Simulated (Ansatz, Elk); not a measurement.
# ZrC2: X-ray structure factors from the self-consistent density

The structure of ZrC2 used here is made up (a known structure type with other elements) and was relaxed beforehand with PBE. The aim is the Fourier transform of its all-electron density, F(hkl), set beside the sum over free spherical atoms that refinements use.

Program: Elk 11.2.3 (patched build). Level of theory: DFT, PBE, all-electron APW+lo, Dirac cores, scalar-relativistic bands, static density, no spin. Results are calculated unless marked as measured.

This account leaves out most program logs.

The structure was built from a prototype and need not be the compound's stable phase.

## (1) The structure

The structure is hexagonal, space group P6/mmm (No. 191). Conventional cell: a = 3.215 Å, b = 3.215 Å, c = 3.289 Å, α = 90.00°, β = 90.00°, γ = 120.00°. Nearest to Zr lie 12 C at 2.48 Å. Nearest to C lie 3 C at 1.86 Å and 6 Zr at 2.48 Å. Farther neighbours are not listed.

As a file:

```cif
data_structure
_symmetry_space_group_name_H-M 'P 1'
_symmetry_Int_Tables_number 1
_cell_length_a 3.2150
_cell_length_b 3.2150
_cell_length_c 3.2885
_cell_angle_alpha 90.000
_cell_angle_beta 90.000
_cell_angle_gamma 120.000
_cell_volume 29.44
loop_
_atom_site_label
_atom_site_type_symbol
_atom_site_fract_x
_atom_site_fract_y
_atom_site_fract_z
_atom_site_occupancy
Zr1 Zr 0.00000 0.00000 0.00000 1
C2 C 0.66667 0.33333 0.50000 1
C3 C 0.33333 0.66667 0.50000 1
```

## (2) Ground state and structure factors

An all-electron density is needed, since X-rays see the cores too. Task 0 finds the density and task 195 Fourier-transforms it; tshift is off so that phases refer to the origin typed.

The input, elk.in:

```
tasks
  0
  195

xctype
  20

spinpol
  .false.

rgkmax
  7.0

gmaxvr
  14.0

lmaxo
  7

lmaxapw
  8

swidth
  0.002

tshift
  .false.

ramdisk
  .false.

hmaxvr
  5.5

maxscl
  120

epspot
  1e-06

sppath
  './'

avec
  6.07554120134 0.00000000000 0.00000000000
  -3.03777060067 5.26157302210 0.00000000000
  0.00000000000 0.00000000000 6.21437242198

atoms
  2
  'Zr.in'
  1
  -0.0000000000 -0.0000000000 0.0000000000   0.000000 0.000000 0.000000
  'C.in'
  2
  0.6666666667 0.3333333333 0.5000000000   0.000000 0.000000 0.000000
  0.3333333333 0.6666666667 0.5000000000   0.000000 0.000000 0.000000

ngridk
  8 8 7
```

Launch:

```sh
> OMP_NUM_THREADS=4 elk
```

Run time: 9.4 s. Hardware: 4 threads of Arm Neoverse V1, shared host; peak memory 0.17 GiB; 26 s of CPU time.

SFACRHO.OUT:

```text

h k l indices transformed by vhmat matrix:
   1.000000000       0.000000000       0.000000000    
   0.000000000       1.000000000       0.000000000    
   0.000000000       0.000000000       1.000000000    

      h      k      l  multipl.   |H|            Re(F)            Im(F)           |F|

      0      0      0      1   0.0000000       52.000000     -0.32633456E-16   52.000000    
      0      0     -1      2   1.0110732       24.837706     -0.76089430E-15   24.837706    
     -1      0      0      6   1.1941648       28.216095      -0.0000000       28.216095    
      1     -1      1     12   1.5647040       32.889513     -0.34461018E-15   32.889513    
      0      0     -2      2   2.0221464       31.638259      0.12155545E-14   31.638259    
     -1     -1      0      6   2.0683541       31.684086      0.99599062E-15   31.684086    
     -1     -1      1     12   2.3022506       21.029910      0.51208181E-15   21.029910    
     -1      0      2     12   2.3484262       23.097160      0.20676611E-14   23.097160    
     -2      0      0      6   2.3883296       22.823840      -0.0000000       22.823840    
      2      0      1     12   2.5935280       25.914636     -0.34461018E-15   25.914636    
      1      1      2     12   2.8926052       26.191471     -0.93656200E-15   26.191471    
      0      0     -3      2   3.0332196       18.617489     -0.13655492E-14   18.617489    
     -2      2     -2     12   3.1294080       19.905688     -0.68922036E-15   19.905688    
     -3      2      0     12   3.1594631       19.750862      0.34461018E-15   19.750862    
      1     -1     -3     12   3.2598237       22.798409      0.68922036E-15   22.798409    
     -3      1      1     24   3.3172995       22.636271      0.17230509E-15   22.636271    
     -3      0      0      6   3.5824944       23.281795      0.17499736E-16   23.281795    
     -1     -1     -3     12   3.6713090       16.526189     -0.11401683E-14   16.526189
```

Elk indexes on the primitive cell of elk.in and gives |H| = 4π sin θ/λ in inverse bohr. Below, one row stands for each form hkl of the conventional cell (m members, Friedel mates merged), F is for one primitive cell and the density is static (no thermal factor). Free-atom factors are Waasmaier and Kirfel's, and R is Σm||F|−|F'||/Σm|F|.

| hkl | m | sin θ/λ (Å⁻¹) | abs F, DFT | neutral atoms | diff. |
| --- | --- | --- | --- | --- | --- |
| 001 | 2 | 0.152 | 24.838 | 25.077 | -0.239 |
| 100 | 6 | 0.180 | 28.216 | 28.457 | -0.241 |
| 101 | 12 | 0.235 | 32.889 | 32.914 | -0.025 |
| 002 | 2 | 0.304 | 31.638 | 31.877 | -0.238 |
| 110 | 6 | 0.311 | 31.684 | 31.505 | +0.179 |
| 111 | 12 | 0.346 | 21.030 | 20.979 | +0.051 |
| 102 | 12 | 0.353 | 23.097 | 22.965 | +0.132 |
| 200 | 6 | 0.359 | 22.824 | 22.788 | +0.035 |
| 201 | 12 | 0.390 | 25.915 | 25.882 | +0.032 |
| 112 | 12 | 0.435 | 26.192 | 26.227 | -0.035 |
| 003 | 2 | 0.456 | 18.617 | 18.438 | +0.180 |
| 202 | 12 | 0.471 | 19.906 | 19.874 | +0.032 |
| 210 | 12 | 0.475 | 19.751 | 19.770 | -0.019 |
| 103 | 12 | 0.490 | 22.798 | 22.831 | -0.033 |
| 211 | 24 | 0.499 | 22.636 | 22.607 | +0.029 |
| 300 | 6 | 0.539 | 23.282 | 23.250 | +0.032 |
| 113 | 12 | 0.552 | 16.526 | 16.520 | +0.006 |
| 301 | 12 | 0.560 | 16.295 | 16.376 | -0.081 |

## (3) The highest occupied states alone

An energy window below the Fermi level keeps the highest occupied states, to see at which angles they scatter; shallow core shells can lie inside it and anion s states outside. No new self-consistency is needed.

elk.in, as its differences from that of step 2:

```diff
@@ -1,3 +1,2 @@
 tasks
-  0
   195
@@ -40,2 +39,5 @@
 
+wsfac
+  0.040310 0.781300
+
 sppath
```

Launch:

```sh
> OMP_NUM_THREADS=4 elk
```

Run time: 2.5 s. Hardware: 4 threads; peak memory 0.18 GiB.

States within 12 eV below the Fermi level hold 9.77 electrons; any levels below the window count with the cores, and a count that is not whole means the window cuts a band. Their amplitudes can exceed the total, where window and core parts have opposite phase:

| hkl | sin θ/λ (Å⁻¹) | abs F, window | abs F, all |
| --- | --- | --- | --- |
| 001 | 0.152 | 2.738 | 24.838 |
| 100 | 0.180 | 1.155 | 28.216 |
| 101 | 0.235 | 1.101 | 32.889 |
| 002 | 0.304 | 0.704 | 31.638 |
| 110 | 0.311 | 1.193 | 31.684 |
| 111 | 0.346 | 0.569 | 21.030 |
| 102 | 0.353 | 0.116 | 23.097 |
| 200 | 0.359 | 0.269 | 22.824 |
| 201 | 0.390 | 0.208 | 25.915 |
| 112 | 0.435 | 0.087 | 26.192 |

## (4) Another functional

The difference from free atoms is small, so it is set against the change that LDA (Perdew-Wang) makes.

elk.in, as its differences from that of step 3:

```diff
@@ -1,2 +1,3 @@
 tasks
+  0
   195
@@ -4,3 +5,3 @@
 xctype
-  20
+  3
 
@@ -39,5 +40,2 @@
 
-wsfac
-  0.040310 0.781300
-
 sppath
```

Launch:

```sh
> OMP_NUM_THREADS=4 elk
```

The job ended after 5.7 s (4 threads; peak memory 0.18 GiB).

Against the first run R = 0.04 %; the largest change is -0.026 at 304.

## (5) Basis size

The basis and the expansions that go with it are enlarged, to see whether the differences are converged.

elk.in, as its differences from that of step 4:

```diff
@@ -5,3 +5,3 @@
 xctype
-  3
+  20
 
@@ -11,12 +11,12 @@
 rgkmax
-  7.0
+  8.5
 
 gmaxvr
-  14.0
+  18.0
 
 lmaxo
-  7
+  9
 
 lmaxapw
-  8
+  10
```

Launch:

```sh
> OMP_NUM_THREADS=4 elk
```

It took 20 s on 4 threads; peak memory 0.18 GiB; 57 s of CPU time.

Against the first run R = 0.01 %; the largest change is -0.009 at 004.

## (6) A coarser k-mesh

About half the k-points along each axis test the sampling.

elk.in, as its differences from that of step 5:

```diff
@@ -11,12 +11,12 @@
 rgkmax
-  8.5
+  7.0
 
 gmaxvr
-  18.0
+  14.0
 
 lmaxo
-  9
+  7
 
 lmaxapw
-  10
+  8
 
@@ -59,2 +59,2 @@
 ngridk
-  8 8 7
+  4 4 4
```

Launch:

```sh
> OMP_NUM_THREADS=4 elk
```

Elapsed: 5.9 s, on 4 threads; peak memory 0.18 GiB.

Against the first run R = 0.01 %; the largest change is +0.051 at 002.

## (7) Settings against the effect

| run | R against the first run (%) | R against neutral atoms, low angle (%) | wall time |
| --- | --- | --- | --- |
| PBE, rgkmax 7 | 0.00 | 0.36 | 9.4 s |
| LDA (Perdew-Wang) | 0.04 | 0.36 | 5.7 s |
| rgkmax 8.5 with larger expansions | 0.01 | 0.36 | 20 s |
| k-mesh 4×4×4 | 0.01 | 0.36 | 5.9 s |

## (8) Results

* R against neutral atoms, sin θ/λ < 0.3 Å⁻¹: 0.36 %
* R against neutral atoms, 0.3 to 0.82 Å⁻¹: 0.22 %

In words: Independent neutral atoms miss the calculated amplitudes by R = 0.36 % below 0.3 Å⁻¹ and 0.22 % from there to 0.82 Å⁻¹; by shells, 0.36 % 0.15 to 0.3 (3 forms), 0.31 % 0.3 to 0.45 (7 forms), 0.20 % above 0.45 (36 forms). Bonding, aspherical density and the tables' own atoms all enter these figures, and the runs don't part them. The largest change of an amplitude is -0.24 electrons, at 100. The window's part falls from 9.8 electrons at the origin to at most 0.11 between 0.45 and 0.82 Å⁻¹. Below 0.3 Å⁻¹ the changes that finished (LDA (Perdew-Wang), rgkmax 8.5 with larger expansions and k-mesh 4×4×4) move F by R = 0.03 % at most, against the 0.36 % that separates it from free atoms. Part of the difference isn't bonding: the tables are fits to free atoms and ions calculated by other methods than this functional. Thermal motion, anomalous dispersion and extinction are left out.

[Logs are printed without paths, hosts, clocks, repeated set-up lines and the standing remarks that a program may print on its own settings, such as how far it seeks lower states.]

[Hosts, paths, dates, database ids (printed as entryN), source tags and the programs' standing remarks are cut or masked in the printed files.]
